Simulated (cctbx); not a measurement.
# From intensities to atoms

Cell a = 5.6060 Å, b = 5.6060 Å, c = 8.4180 Å, α = 90.00°, β = 90.00°, γ = 90.00°; space group I4/mcm (no. 140); content Ni4 Mn20.

The data are simulated with cctbx, not measured: Mo Kα, λ = 0.71073 Å, to d = 0.8 Å, 50 % of the full sphere, strongest reflection 20000 counts, noise from counting, a 4 % proportional error and a noise floor of 8 counts (s.d.); no absorption.

Charge flipping in P1 on normalised amplitudes to 0.9 Å, δ = 1.1 σ, 20 % of the reflections treated as weak, 100 cycles:

```text
cycle      R  skewness
    0  0.607     0.35
    8  0.427     1.86
   16  0.342     1.94
   24  0.322     1.85
   32  0.330     1.83
   40  0.331     1.86
   48  0.321     1.75
   56  0.332     1.84
   64  0.320     1.75
   72  0.322     1.68
   80  0.347     1.75
   88  0.332     1.70
   96  0.323     1.69
origin shift          correlation  skewness
 0.152  0.656  0.061      0.980      3.73
 0.151  0.665  0.202      0.966      3.28
 0.455  0.764  0.301      0.910      3.83
 0.161  0.649  0.427      0.956      3.69
taken: symmetry correlation 0.980, skewness 3.73
peak      x       y       z  mult  height/sigma
Q1    0.0000  0.0000  0.2500    4      9.2
Q2    0.0000  0.0000  0.0000    4      7.4
Q3    0.1527  0.3473  0.1442   16      7.0
Q4    0.1118  0.3882  0.0000    8      0.8
Q5    0.0848  0.4152  0.3732   16      0.8
Q6    0.1981  0.3019  0.4120   16      0.5
Q7    0.0000  0.2719  0.2500   16      0.5
Q8    0.0857  0.1198  0.1295   32      0.3
```

The origin is taken among those within 0.04 of the best correlation, by the skewness of the map.

It took 0.32 s on 1 thread of Arm Neoverse V2, with other jobs on the host, peak memory 0.07 GiB.

**Question.** Which peaks are atoms, and which elements?

Heights go roughly as Z and multiplicities must add up to the content. First model: Q1 = Ni1 (4 in the cell, height 9.2), Q2 = Mn1 (4 in the cell, height 7.4) and Q3 = Mn2 (16 in the cell, height 7.0). Against the true structure, Q1 is Ni, Q2 is Mn and Q3 is Mn; the other peaks are not atoms.

Least squares on F², isotropic:

```text
Rint 0.039, 85 unique reflections to 0.80 A
cycle     R1     wR2    GooF  max shift (A)
   1  0.1135  0.3005   9.965   0.03257
   2  0.0288  0.0793   2.631   0.00000
final R1 0.0288 wR2 0.0793 GooF 2.631  parameters 5  data/parameter 17.0
atom        x        y        z      Ueq    occ   su(xyz)  su(Uiso or U11)
Ni1    0.00000  0.00000  0.25000   0.0187  1.000  0.00000  0.0007
Mn1    0.00000  0.00000  0.00000   0.0244  1.000  0.00000  0.0007
Mn2    0.15078  0.34922  0.14078   0.0253  1.000  0.00017  0.0007
difference map: max 1.00 min -1.27 rms 0.23
Q1    0.0000  0.0000  0.0551    8    1.03  0.46 A from Mn1
Q2    0.0876  0.4124  0.1223   16    1.03  0.52 A from Mn2
Q3    0.2008  0.2992  0.1900   16    0.68  0.57 A from Mn2
Q4    0.2301  0.2699  0.1242   16    0.64  0.64 A from Mn2
Q5    0.2448  0.2552  0.5000    8    0.49  1.45 A from Mn2
```

Anisotropic refinement:

```text
Rint 0.039, 85 unique reflections to 0.80 A
cycle     R1     wR2    GooF  max shift (A)
   1  0.0287  0.0793   2.718   0.00136
   2  0.0125  0.0272   0.930   0.00000
final R1 0.0125 wR2 0.0272 GooF 0.930  parameters 10  data/parameter 8.5
atom        x        y        z      Ueq    occ   su(xyz)  su(Uiso or U11)
Ni1    0.00000  0.00000  0.25000   0.0186  1.000  0.00000  0.0003
Mn1    0.00000  0.00000  0.00000   0.0240  1.000  0.00000  0.0003
Mn2    0.15063  0.34937  0.14086   0.0251  1.000  0.00006  0.0003
difference map: max 0.31 min -0.46 rms 0.11
Q1    0.2372  0.2628  0.0785   16    0.31  0.86 A from Mn2
Q2    0.0000  0.2515  0.2500   16    0.30  1.36 A from Mn2
Q3    0.0040  0.3153  0.0878   32    0.26  0.95 A from Mn2
Q4    0.1923  0.3077  0.2559   16    0.26  1.02 A from Mn2
Q5    0.0644  0.1735  0.5000   16    0.26  1.04 A from Mn1
Q6    0.1033  0.3967  0.3508   16    0.24  1.45 A from Mn2
```

**Reading.** The refinement ends at R1 = 0.0125, wR2 = 0.0272, GooF = 0.93, with difference density between -0.46 and 0.31 e/Å³. Every site matches the true model in element, within 0.001 Å r.m.s., up to an allowed shift of origin.

True model:

```csv
atom,mult.,x,y,z,Ueq (Å²)
Ni1,4,0,0,1/4,0.0184
Mn1,16,0.8494,0.6506,0.1408,0.0251
Mn2,4,1/2,1/2,0,0.0234
```

The model is made up (kin elements in a known structure type, no relaxation), so it says nothing on whether the phase exists.

[Middle refinement cycles are left out of these outputs.]

[Logs are printed without paths, hosts, clocks, repeated set-up lines and the standing remarks that a program may print on its own settings, such as how far it seeks lower states.]
